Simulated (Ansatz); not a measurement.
## S on Mo(110): change of the work function

Aim: the work function of Mo(110) at several coverages of S (longbridge site), and the dipole that each adsorbate carries.

Main program and level: Ansatz 0.2.0; plane-wave DFT, PBEsol, Ansatz PAW, in the first sound run; inputs show where later runs differ.

### 1. Set-up

The cell holds 4 atoms: 4 Mo. Its edges and angles: a = 2.728 Å, b = 2.728 Å, c = 24.682 Å, α = 90.0°, β = 90.0°, γ = 70.5°. Vacuum lies along c.

### 2. The clean slab

The bare slab comes first, as the zero from which every change is counted. The two lowest layers are held at bulk places and the upper ones relax. The dipole correction removes the false field that a one-sided slab makes across the periodic vacuum, so each face gets a flat vacuum level of its own.

File input.yaml:

```yaml
crystal:
  lattice:
    - [2.2273863607, -1.575, 0.0]
    - [2.2273863607, 1.575, 0.0]
    - [0.0, 0.0, 24.6821590822]
  atoms:
    - { symbol: Mo, position: [0.0, 0.0, 0.3646358477] }
    - { symbol: Mo, position: [0.5, 0.5, 0.4548786159] }
    - { symbol: Mo, position: [0.0, 0.0, 0.5451213841] }
    - { symbol: Mo, position: [0.5, 0.5, 0.6353641523] }
kpoints:
  mp_grid: { grid: [12, 12, 1] }
hamiltonian:
  xc: pbesol
scf:
  occupations: { method: fermi_dirac, width: 0.1 }
  convergence: { dr2_threshold: 1.0e-08 }
efield:
  axis: 3
  dipole_correction: true
  ramp_position: 0.97
  ramp_width: 0.06
relax:
  f_tol: 0.02
  max_steps: 60
  constraints: [{ sites: [0, 1] }]
output:
  write_potential: true
  write_density: true
  volumetric_format: npy
```

Run with:

```sh
$ ansatz run input.yaml --threads 4 --pin off --max-ram 6144MiB --backend cpu --events-out ev --progress --plain --runs-dir out
```

Numbers of over 12 decimals in the logs are rounded to 6 here.

Log:

```text
Engine: ansatz 0.2.0, aarch64-unknown-linux-gnu
Pseudopotentials: kind: paw
Pseudopotential: Mo, paw, valence charge 14, recommended cutoff 420 eV (normal), Mo.paw.azcp
Functional definition: PBEsol
  exchange = pbesol_x
  correlation = pbesol_c
Crystal: 4 atoms, lattice volume = 173.177 Å³
Basis set: ecut = 420 eV, 3445 PW (Γ), exchange–correlation on 40×40×360 points (8 copies of the dense FFT grid, shifted against one another)
Bands: 34, of which v1, the nominal top of the filled ones, is band 28 counted from 1 (27 counted from 0)
Symmetry: 4 space group operations
k-points: 43 of 144
Non-local potential: Mo, projectors of the file, l = 0: 3, l = 1: 2, l = 2: 2, l = 3: 1
PAW form: soft (Blöchl's): semilocal exchange-correlation on the pseudo side does not see the compensation charge
PAW frozen core: Mo, regenerated for the run's functional, and the local potential with it (the file was generated under x = pbe(κ = 0.804, μ = 0.219515), c = pbe(β = 0.066725))
PAW one-centre angular grid: Mo, 590 points (default); XC on 64 Gauss nodes
Initial density: superposition of atomic densities (neutral atoms: chi_scale 0, normalization atom), corrected by the library's trained network
Initial wavefunctions: pseudopotential atomic-orbital guess
Functional: x = pbesol(κ = 0.804, μ = 0.123457), c = pbesol(β = 0.046)
SCF iter   1: F=—  HF=-19587.096333 eV  |F-HF|=—  |Δ(HF+E_count)|=         —  Δρ=5.16e-3  dr2=1.92e-1  ethr=1.77e-3  p=-0.000 e·Å  D=-4.77e-14 V/Å  ΔV_dip=0.00 eV  dr2_dipole=1.04e-6  V_vac-E_F(+/−)=4.96/4.96 eV  ⟨swp⟩=9.1  Hψ=15884  notcnv=0  defer=5
efield: sawtooth ramp at fractional position 0.9700 (set: `efield.ramp_position`, or a place that a band, a saddle search or an elastic batch's reference lends), width 0.0600; the density the first Hamiltonian is built on has a dipole p = -0.000 e·Å; the dipole correction subtracts the counter field D = -4.77e-14 V/Å, which shifts the + side's vacuum level by +0.00 eV against the − side's; the planar-averaged density in the ramp window peaks in size at 1.4e-5 e/Å³
automatic band count: the SCF goes on with 40 bands, as 34 were too few: the levels above may hold too much charge
preconditioner: auto → LDOS  [metal: Δε(μ)=0.027 eV  Ē_g=5.199 eV  σ=0.100 eV  W_gap=0.07  n_scr=16 (ndim 8)  ℏωp=13.8 eV  f_vac=0.563  D(μ)=3.52/eV (n_scr^D=14)  β→1.0]
SCF iter   2: F=—  HF=-19587.088013 eV  |F-HF|=—  |Δ(HF+E_count)|=   8.32e-3  Δρ=2.93e-3  dr2=3.89e-2  ethr=3.42e-4  p=0.000 e·Å  D=1.08e-6 V/Å  ΔV_dip=-0.00 eV  dr2_dipole=8.32e-7  V_vac-E_F(+/−)=4.82/4.82 eV  ⟨swp⟩=2.0  Hψ=2982  notcnv=0  defer=25
SCF iter   3: F=—  HF=-19587.082901 eV  |F-HF|=—  |Δ(HF+E_count)|=   5.11e-3  Δρ=5.88e-4  dr2=1.77e-3  ethr=6.95e-5  p=0.000 e·Å  D=2.45e-6 V/Å  ΔV_dip=-0.00 eV  dr2_dipole=1.37e-7  V_vac-E_F(+/−)=4.83/4.83 eV  ⟨swp⟩=2.7  Hψ=2851  notcnv=0  defer=25
SCF iter   4: F=—  HF=-19587.082596 eV  |F-HF|=—  |Δ(HF+E_count)|=   3.05e-4  Δρ=1.65e-4  dr2=9.86e-5  ethr=3.17e-6  p=0.000 e·Å  D=5.78e-7 V/Å  ΔV_dip=-0.00 eV  dr2_dipole=3.03e-8  V_vac-E_F(+/−)=4.82/4.82 eV  ⟨swp⟩=2.4  Hψ=2403  notcnv=0  defer=25
SCF iter   5: F=—  HF=-19587.082628 eV  |F-HF|=—  |Δ(HF+E_count)|=   3.15e-5  Δρ=4.51e-5  dr2=7.47e-6  ethr=1.76e-7  p=-0.000 e·Å  D=-3.83e-7 V/Å  ΔV_dip=0.00 eV  dr2_dipole=1.40e-9  V_vac-E_F(+/−)=4.81/4.81 eV  ⟨swp⟩=2.4  Hψ=2602  notcnv=0  defer=25
SCF iter   6: F=—  HF=-19587.082698 eV  |F-HF|=—  |Δ(HF+E_count)|=   7.06e-5  Δρ=1.86e-5  dr2=1.06e-6  ethr=1.33e-8  p=-0.000 e·Å  D=-5.01e-7 V/Å  ΔV_dip=0.00 eV  dr2_dipole=4.67e-11  V_vac-E_F(+/−)=4.81/4.81 eV  ⟨swp⟩=2.5  Hψ=2738  notcnv=0  defer=25
SCF iter   7: F=—  HF=-19587.082699 eV  |F-HF|=—  |Δ(HF+E_count)|=   6.99e-7  Δρ=4.49e-6  dr2=9.43e-8  ethr=1.90e-9  p=-0.000 e·Å  D=-2.86e-7 V/Å  ΔV_dip=0.00 eV  dr2_dipole=1.47e-11  V_vac-E_F(+/−)=4.81/4.81 eV  ⟨swp⟩=2.1  Hψ=2248  notcnv=0  defer=25
SCF iter   8: F=—  HF=-19587.082699 eV  |F-HF|=—  |Δ(HF+E_count)|=   8.70e-8  Δρ=2.32e-6  dr2=1.77e-8  ethr=1.79e-11  p=-0.000 e·Å  D=-1.10e-7 V/Å  ΔV_dip=0.00 eV  dr2_dipole=2.32e-12  V_vac-E_F(+/−)=4.81/4.81 eV  ⟨swp⟩=10.9  Hψ=11637  notcnv=0
SCF iter   9: F=-19587.082699 eV  HF=-19587.082699 eV  |F-HF|=2.46e-9  |Δ(HF+E_count)|=   1.26e-8  Δρ=5.74e-7  dr2=1.01e-9  ethr=1.79e-11  p=-0.000 e·Å  D=-3.88e-8 V/Å  ΔV_dip=0.00 eV  dr2_dipole=5.86e-15  V_vac-E_F(+/−)=4.80/4.80 eV  ⟨swp⟩=9.6  Hψ=10279  notcnv=0
SCF 1 converged in 9 iterations: F = -19587.082699 eV  dr2 = 1.01e-9
  greatest PAW one-centre occupation: 0.999 electrons in one spin orbital (limit 2), on the Mo atom at site 3 (counted from 0), in its partial waves of l = 0
relax step   1: F+E_penalty+E_count = -19587.08269918 eV  Δ(F+E_penalty+E_count) = +0.000e0 eV  max|allowed force component| = 8.637e-1 eV/Å  Δτ_max = 0.0000 Å  (9 SCF iters, accepted)
Bands: 40, of which v1, the nominal top of the filled ones, is band 28 counted from 1 (27 counted from 0)
Initial density: handed on by an earlier stage of this run
Initial wavefunctions: those handed on with the density
iter 1 solved again at ethr=1.44e-3 eV; its pass at ethr=3.10e-3 eV (dr2=8.08e-1 eV) is discarded
SCF iter   1: F=—  HF=-19587.180170 eV  |F-HF|=—  |Δ(HF+E_count)|=         —  Δρ=1.24e-2  dr2=7.97e-1  ethr=1.44e-3  p=0.000 e·Å  D=3.82e-7 V/Å  ΔV_dip=-0.00 eV  dr2_dipole=4.09e-2  V_vac-E_F(+/−)=4.82/4.82 eV  ⟨swp⟩=1.4  Hψ=7016  notcnv=0  defer=24
efield: sawtooth ramp at fractional position 0.9700 (set: `efield.ramp_position`, or a place that a band, a saddle search or an elastic batch's reference lends), width 0.0600; the density the first Hamiltonian is built on has a dipole p = 0.000 e·Å; the dipole correction subtracts the counter field D = 3.82e-7 V/Å, which shifts the + side's vacuum level by -0.00 eV against the − side's; the planar-averaged density in the ramp window peaks in size at 2.3e-6 e/Å³
preconditioner: auto → LDOS  [metal: Δε(μ)=0.015 eV  Ē_g=5.341 eV  σ=0.100 eV  W_gap=0.04  n_scr=16 (ndim 8)  ℏωp=13.8 eV  f_vac=0.571  D(μ)=3.65/eV (n_scr^D=14)  β→1.0]
SCF iter   2: F=—  HF=-19587.135669 eV  |F-HF|=—  |Δ(HF+E_count)|=   4.45e-2  Δρ=5.20e-3  dr2=1.60e-1  ethr=1.42e-3  p=0.009 e·Å  D=8.91e-3 V/Å  ΔV_dip=-0.22 eV  dr2_dipole=1.33e-3  V_vac-E_F(+/−)=4.60/4.82 eV  ⟨swp⟩=2.3  Hψ=2699  notcnv=0  defer=24
SCF iter   3: F=—  HF=-19587.122923 eV  |F-HF|=—  |Δ(HF+E_count)|=   1.27e-2  Δρ=2.32e-3  dr2=3.07e-2  ethr=2.86e-4  p=0.007 e·Å  D=7.54e-3 V/Å  ΔV_dip=-0.19 eV  dr2_dipole=2.57e-4  V_vac-E_F(+/−)=4.64/4.83 eV  ⟨swp⟩=2.7  Hψ=3205  notcnv=0  defer=27
[...]
SCF iter   4: F=—  HF=-19587.141877 eV  |F-HF|=—  |Δ(HF+E_count)|=   6.66e-4  Δρ=1.46e-4  dr2=7.78e-5  ethr=5.79e-6  p=0.006 e·Å  D=6.68e-3 V/Å  ΔV_dip=-0.16 eV  dr2_dipole=2.67e-6  V_vac-E_F(+/−)=4.66/4.83 eV  ⟨swp⟩=3.1  Hψ=2860  notcnv=0  defer=26
SCF iter   5: F=—  HF=-19587.141881 eV  |F-HF|=—  |Δ(HF+E_count)|=   4.51e-6  Δρ=4.76e-5  dr2=8.58e-6  ethr=1.39e-7  p=0.006 e·Å  D=6.41e-3 V/Å  ΔV_dip=-0.16 eV  dr2_dipole=5.10e-7  V_vac-E_F(+/−)=4.67/4.83 eV  ⟨swp⟩=2.4  Hψ=2528  notcnv=0  defer=26
SCF iter   6: F=—  HF=-19587.141956 eV  |F-HF|=—  |Δ(HF+E_count)|=   7.47e-5  Δρ=1.29e-5  dr2=8.98e-7  ethr=1.53e-8  p=0.006 e·Å  D=6.23e-3 V/Å  ΔV_dip=-0.15 eV  dr2_dipole=3.49e-8  V_vac-E_F(+/−)=4.67/4.83 eV  ⟨swp⟩=2.2  Hψ=2298  notcnv=0  defer=26
SCF iter   7: F=—  HF=-19587.141956 eV  |F-HF|=—  |Δ(HF+E_count)|=   8.33e-8  Δρ=5.12e-6  dr2=7.92e-8  ethr=1.60e-9  p=0.006 e·Å  D=6.18e-3 V/Å  ΔV_dip=-0.15 eV  dr2_dipole=1.26e-11  V_vac-E_F(+/−)=4.68/4.83 eV  ⟨swp⟩=2.6  Hψ=2856  notcnv=0  defer=26
SCF iter   8: F=—  HF=-19587.141956 eV  |F-HF|=—  |Δ(HF+E_count)|=   4.57e-8  Δρ=1.82e-6  dr2=1.44e-8  ethr=1.79e-11  p=0.006 e·Å  D=6.16e-3 V/Å  ΔV_dip=-0.15 eV  dr2_dipole=3.66e-10  V_vac-E_F(+/−)=4.68/4.83 eV  ⟨swp⟩=10.9  Hψ=11838  notcnv=0
SCF iter   9: F=-19587.141956 eV  HF=-19587.141956 eV  |F-HF|=1.49e-9  |Δ(HF+E_count)|=   1.57e-8  Δρ=6.35e-7  dr2=1.25e-9  ethr=1.79e-11  p=0.006 e·Å  D=6.15e-3 V/Å  ΔV_dip=-0.15 eV  dr2_dipole=1.28e-11  V_vac-E_F(+/−)=4.68/4.83 eV  ⟨swp⟩=9.7  Hψ=10239  notcnv=0
SCF 3 converged in 9 iterations: F = -19587.141956 eV  dr2 = 1.25e-9
relax step   3: F+E_penalty+E_count = -19587.14195601 eV  Δ(F+E_penalty+E_count) = -2.524e-2 eV  max|allowed force component| = 9.321e-2 eV/Å  Δτ_max = 0.0396 Å  (9 SCF iters, accepted)
[...]
relax step   4: F+E_penalty+E_count = -19587.14108676 eV  Δ(F+E_penalty+E_count) = +8.692e-4 eV  max|allowed force component| = 1.090e-1 eV/Å  Δτ_max = 0.0455 Å  (9 SCF iters, rejected (line search))
SCF iter   1: F=—  HF=-19587.145039 eV  |F-HF|=—  |Δ(HF+E_count)|=         —  Δρ=2.50e-3  dr2=4.95e-2  ethr=7.28e-4  p=0.005 e·Å  D=5.71e-3 V/Å  ΔV_dip=-0.14 eV  dr2_dipole=9.44e-3  V_vac-E_F(+/−)=4.68/4.82 eV  ⟨swp⟩=3.1  Hψ=3068  notcnv=0  defer=26
efield: sawtooth ramp at fractional position 0.9700 (set: `efield.ramp_position`, or a place that a band, a saddle search or an elastic batch's reference lends), width 0.0600; the density the first Hamiltonian is built on has a dipole p = 0.005 e·Å; the dipole correction subtracts the counter field D = 5.71e-3 V/Å, which shifts the + side's vacuum level by -0.14 eV against the − side's; the planar-averaged density in the ramp window peaks in size at 3.4e-6 e/Å³
preconditioner: auto → LDOS  [metal: Δε(μ)=0.030 eV  Ē_g=5.281 eV  σ=0.100 eV  W_gap=0.08  n_scr=16 (ndim 8)  ℏωp=13.8 eV  f_vac=0.568  D(μ)=3.49/eV (n_scr^D=14)  β→1.0]
SCF iter   2: F=—  HF=-19587.143360 eV  |F-HF|=—  |Δ(HF+E_count)|=   1.68e-3  Δρ=9.03e-4  dr2=3.81e-3  ethr=8.84e-5  p=0.006 e·Å  D=6.06e-3 V/Å  ΔV_dip=-0.15 eV  dr2_dipole=2.94e-5  V_vac-E_F(+/−)=4.68/4.83 eV  ⟨swp⟩=1.3  Hψ=2078  notcnv=0  defer=26
SCF iter   3: F=—  HF=-19587.142879 eV  |F-HF|=—  |Δ(HF+E_count)|=   4.81e-4  Δρ=3.60e-4  dr2=5.03e-4  ethr=6.81e-6  p=0.006 e·Å  D=6.09e-3 V/Å  ΔV_dip=-0.15 eV  dr2_dipole=6.69e-7  V_vac-E_F(+/−)=4.67/4.82 eV  ⟨swp⟩=2.1  Hψ=2345  notcnv=0  defer=26
SCF iter   4: F=—  HF=-19587.142810 eV  |F-HF|=—  |Δ(HF+E_count)|=   6.86e-5  Δρ=4.80e-5  dr2=7.05e-6  ethr=8.98e-7  p=0.006 e·Å  D=5.97e-3 V/Å  ΔV_dip=-0.15 eV  dr2_dipole=5.62e-8  V_vac-E_F(+/−)=4.68/4.82 eV  ⟨swp⟩=2.3  Hψ=2563  notcnv=0  defer=26
SCF iter   5: F=—  HF=-19587.142888 eV  |F-HF|=—  |Δ(HF+E_count)|=   7.81e-5  Δρ=2.09e-5  dr2=1.74e-6  ethr=1.26e-8  p=0.006 e·Å  D=5.90e-3 V/Å  ΔV_dip=-0.15 eV  dr2_dipole=2.47e-8  V_vac-E_F(+/−)=4.68/4.82 eV  ⟨swp⟩=3.0  Hψ=3366  notcnv=0  defer=26
SCF iter   6: F=—  HF=-19587.142889 eV  |F-HF|=—  |Δ(HF+E_count)|=   2.78e-7  Δρ=9.24e-6  dr2=3.39e-7  ethr=3.11e-9  p=0.006 e·Å  D=5.85e-3 V/Å  ΔV_dip=-0.14 eV  dr2_dipole=2.00e-8  V_vac-E_F(+/−)=4.68/4.82 eV  ⟨swp⟩=2.1  Hψ=2272  notcnv=0  defer=26
SCF iter   7: F=—  HF=-19587.142889 eV  |F-HF|=—  |Δ(HF+E_count)|=   1.61e-7  Δρ=2.91e-6  dr2=4.44e-8  ethr=6.05e-10  p=0.006 e·Å  D=5.81e-3 V/Å  ΔV_dip=-0.14 eV  dr2_dipole=1.18e-8  V_vac-E_F(+/−)=4.68/4.82 eV  ⟨swp⟩=2.3  Hψ=2364  notcnv=0  defer=26
SCF iter   8: F=-19587.142889 eV  HF=-19587.142889 eV  |F-HF|=1.71e-9  |Δ(HF+E_count)|=   1.13e-8  Δρ=8.58e-7  dr2=3.02e-9  ethr=1.79e-11  p=0.006 e·Å  D=5.78e-3 V/Å  ΔV_dip=-0.14 eV  dr2_dipole=8.90e-11  V_vac-E_F(+/−)=4.68/4.82 eV  ⟨swp⟩=10.7  Hψ=11491  notcnv=0
SCF 5 converged in 8 iterations: F = -19587.142889 eV  dr2 = 3.02e-9
relax step   5: F+E_penalty+E_count = -19587.14288878 eV  Δ(F+E_penalty+E_count) = -9.328e-4 eV  max|allowed force component| = 2.176e-3 eV/Å  Δτ_max = 0.0200 Å  (8 SCF iters, accepted)
NSCF: frozen V_eff on 43 k-points
the band table was solved once a step of the walk had ended and its energy, with any forces and stress, was formed, with the checks that follow a solve (8484 applications of the Hamiltonian). They found nothing against the state; the energy, forces and stress were not computed again (output.eigenvalues in the input reference)
SCF converged after 8 iterations
Free energy (F): -19587.142889 eV
Harris-Foulkes:  -19587.142889 eV  (|F-HF|=1.71e-9)
Internal energy: -19587.027012 eV  (E = F + TS)
E sigma→0 (E₀):  -19587.084951 eV
Entropy (-TS):   -0.115876 eV (-28.969 meV/atom)
Fermi energy:    4.626694 eV
Dipole field:    D = 0.005768 V/Å  (p = 0.005520 e·Å, saw-weighted, corrected)
Work function:   Φ+ = 4.6820 eV   Φ− = 4.8244 eV
Levels:          The Fermi level and band energies are counted from a zero that moves with the ramp; work functions are not
--- Per-component energies (eV) ---
  E_band       = -1134.287847
  E_kinetic    = 1759.215541
  E_local      = -74079.019545  (includes V_loc(G=0)·N_el)
  E_nonlocal   = 580.693787
  E_hartree    = 36047.469343
  E_xc         = -725.907299
  E_vxc        = -908.952693  (∫ρ·V_xc dr)
  E_paw        = -12575.652614  (= ΣΔE_a)
  E_vpaw       = -581.188379  (= ΣTr[D̂ρ^β])
  E_aug_tail   = 0.000153  (compensation charges beyond the density's cutoff)
  E_efield     = 0.000016  (sawtooth field / dipole correction)
  E_vefield    = 0.013606  (∫n·V_field dr)
  E_ewald      = 29405.336407
  E_core_change = 0.837197  (= ΣΔE_core)
  E_smearing   = -0.115876  (= −TS)
  E_closure    = -0.000000  (closes the sum)
  Σ components = -19587.142889   (vs F -19587.142889, Δ=0.00e0)
--- Forces (eV/Å), atoms counted from 1 ---
  atom   1  Mo     0.00000000     0.00000000     0.78435733
  atom   2  Mo     0.00000000    -0.00000000    -0.78735870
  atom   3  Mo     0.00000000     0.00000000     0.00082670
  atom   4  Mo     0.00000000     0.00000000     0.00217619
  max |Σ_I F_I| component: 1.53e-6 eV/Å
--- Band table (eV; the first three rows and the last of 43) ---
  k-point 0: bands = [... 24 lower, 3.1613, 3.3099, 3.4086, 3.4849, 4.7684, 4.9599, 5.7612, 5.7845, ... 8 higher]
  k-point 1: bands = [... 24 lower, 3.0472, 3.1434, 3.4464, 3.7923, 4.4346, 5.0990, 5.3697, 5.6171, ... 8 higher]
  k-point 2: bands = [... 24 lower, 2.8054, 2.9546, 3.5825, 3.9074, 4.3669, 4.5242, 5.4785, 5.5737, ... 8 higher]
  k-point 42: bands = [... 24 lower, 3.0912, 5.1674, 5.2013, 5.4359, 5.6948, 6.1601, 7.2796, 7.6667, ... 8 higher]
--- Relaxed structure (5 steps of the walk, 4 accepted, 0 SCFs on fresh bases) ---
  F+E_penalty+E_count = -19587.14288878 eV   max|allowed force component| = 2.176e-3 eV/Å
  atoms:
    - { symbol: Mo, position: [0.0, 0.0, 0.364636] }
    - { symbol: Mo, position: [0.500000, 0.500000, 0.454879] }
    - { symbol: Mo, position: [3.6992343100972386e-19, -3.6992343100972386e-19, 0.544271] }
    - { symbol: Mo, position: [0.500000, 0.500000, 0.629404] }
```

Run time: 31 s. Hardware: 4 threads of Arm Neoverse V2, shared host; peak memory 0.58 GiB; 2 min of CPU time.

Step by step:

| step | energy less that of the first step (eV) | largest force component (eV/Å) |
| --- | --- | --- |
| 1 | 0.0000 | 0.8637 |
| 2 | -0.0340 | 0.7721 |
| 3 | -0.0593 | 0.0932 |
| 4 | -0.0584 | 0.1090 |
| 5 | -0.0602 | 0.0022 |

Relaxation step 4 was tried and not accepted.

The run keeps the 4 symmetry operations that it works with, so distortions that break them were not tested.

The atoms that moved most (Å):

| atom | dx | dy | dz | length |
| --- | --- | --- | --- | --- |
| Mo4 | 0.000 | 0.000 | -0.147 | 0.147 |
| Mo3 | 0.000 | 0.000 | -0.021 | 0.021 |

This step gave:

```
energy at zero smearing        : -19587.0850 eV
work function, upper face      : 4.682 eV
work function, lower face      : 4.824 eV
dipole along the normal        : 0.005520 e·Å
step between the vacuum levels : -0.1424 eV
```

Running mean over 2.227 Å of the planar mean; the ramp of the sawtooth is left out. Electron's electrostatic potential energy less the Fermi level against z:

| z (Å) | electron's electrostatic potential energy less the Fermi level (eV) |
| --- | --- |
| 3.5 | 4.82 |
| 4.0 | 4.82 |
| 4.5 | 4.82 |
| 5.0 | 4.81 |
| 5.5 | 4.78 |
| 6.0 | 4.69 |
| 6.5 | 4.37 |
| 7.0 | 3.35 |
| 7.5 | -0.00783 |
| 8.0 | -5.88 |
| 8.5 | -10.8 |
| 9.0 | -12.3 |
| 9.5 | -12.5 |
| 10.0 | -12.6 |
| 10.5 | -12.7 |
| 11.0 | -12.8 |
| 11.5 | -12.9 |
| 12.0 | -13.1 |
| 12.5 | -13.1 |
| 13.0 | -13.0 |
| 13.5 | -13.1 |
| 14.0 | -13.8 |
| 14.5 | -14.2 |
| 15.0 | -13.5 |
| 15.5 | -12.6 |
| 16.0 | -11.0 |
| 16.5 | -6.39 |
| 17.0 | -0.443 |
| 17.5 | 3.07 |
| 18.0 | 4.19 |
| 18.5 | 4.54 |
| 19.0 | 4.64 |
| 19.5 | 4.67 |
| 20.0 | 4.68 |
| 20.5 | 4.68 |
| 21.0 | 4.68 |
| 21.5 | 4.68 |

The relaxation took 5 steps and lowered the energy by 0.060 eV; the largest force on the free atoms ends at 0.0022 eV/Å.

The work function of the upper face is 4.68 eV.

(Continued in part 2 of 5.)

[Logs are printed without paths, hosts, clocks, repeated set-up lines and the standing remarks that a program may print on its own settings, such as how far it seeks lower states.]

[Hosts, paths, dates, database ids (printed as entryN), source tags and the programs' standing remarks are cut or masked in the printed files.]

[Maps of the electrostatic potential energy from Ansatz leave out the sawtooth potential of an applied field or a dipole correction, so their vacuum need not be flat; planar profiles and work functions include it.]
